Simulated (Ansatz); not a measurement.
# Direct or indirect: ZnInGaO4 (R3m)

```cif
data_structure
_symmetry_space_group_name_H-M 'R3m:H'
_symmetry_Int_Tables_number 160
_cell_length_a 3.3607
_cell_length_b 3.3607
_cell_length_c 26.1402
_cell_angle_alpha 90.000
_cell_angle_beta 90.000
_cell_angle_gamma 120.000
_cell_volume 255.67
loop_
_atom_site_label
_atom_site_type_symbol
_atom_site_symmetry_multiplicity
_atom_site_Wyckoff_symbol
_atom_site_fract_x
_atom_site_fract_y
_atom_site_fract_z
_atom_site_occupancy
In1 In 3 a 0.00000 0.00000 0.00277 1
Ga1 Ga 3 a 0.66667 0.33333 0.12037 1
Zn1 Zn 3 a 0.00000 0.00000 0.21838 1
O1 O 3 a 0.66667 0.33333 0.19693 1
O2 O 3 a 0.00000 0.00000 0.12172 1
O3 O 3 a 0.66667 0.33333 0.04469 1
O4 O 3 a 0.00000 0.00000 0.29514 1
```

Method: Ansatz, PBE, independent particles, without spin-orbit coupling, line width 0.15 eV (Gaussian). The band structure gives a fundamental gap of 1.07 eV. The spectrum of vertical transitions near the edge:

```json
{"E (eV)": "0.60", "Im ε, E ∥ xy": "0.00", "Im ε, E ∥ z": "0.00"}
{"E (eV)": "0.72", "Im ε, E ∥ xy": "0.00", "Im ε, E ∥ z": "0.00"}
{"E (eV)": "0.84", "Im ε, E ∥ xy": "0.00", "Im ε, E ∥ z": "0.00"}
{"E (eV)": "0.96", "Im ε, E ∥ xy": "0.05", "Im ε, E ∥ z": "0.00"}
{"E (eV)": "1.08", "Im ε, E ∥ xy": "0.20", "Im ε, E ∥ z": "0.01"}
{"E (eV)": "1.20", "Im ε, E ∥ xy": "0.40", "Im ε, E ∥ z": "0.03"}
{"E (eV)": "1.32", "Im ε, E ∥ xy": "0.52", "Im ε, E ∥ z": "0.07"}
{"E (eV)": "1.44", "Im ε, E ∥ xy": "0.55", "Im ε, E ∥ z": "0.15"}
{"E (eV)": "1.56", "Im ε, E ∥ xy": "0.56", "Im ε, E ∥ z": "0.40"}
{"E (eV)": "1.68", "Im ε, E ∥ xy": "0.56", "Im ε, E ∥ z": "0.81"}
{"E (eV)": "1.80", "Im ε, E ∥ xy": "0.57", "Im ε, E ∥ z": "1.15"}
{"E (eV)": "1.92", "Im ε, E ∥ xy": "0.57", "Im ε, E ∥ z": "1.35"}
{"E (eV)": "2.04", "Im ε, E ∥ xy": "0.58", "Im ε, E ∥ z": "1.46"}
{"E (eV)": "2.16", "Im ε, E ∥ xy": "0.60", "Im ε, E ∥ z": "1.54"}
{"E (eV)": "2.28", "Im ε, E ∥ xy": "0.64", "Im ε, E ∥ z": "1.59"}
{"E (eV)": "2.40", "Im ε, E ∥ xy": "0.75", "Im ε, E ∥ z": "1.64"}
```

Question: Is the gap direct or indirect, and about where do vertical transitions set in?

Answer: Direct: the band path has its least direct gap at the fundamental one, 1.07 eV, and the curves rise from there. Lines are broadened by 0.15 eV, which spreads the edge.

[Logs are printed without paths, hosts, clocks, repeated set-up lines and the standing remarks that a program may print on its own settings, such as how far it seeks lower states.]
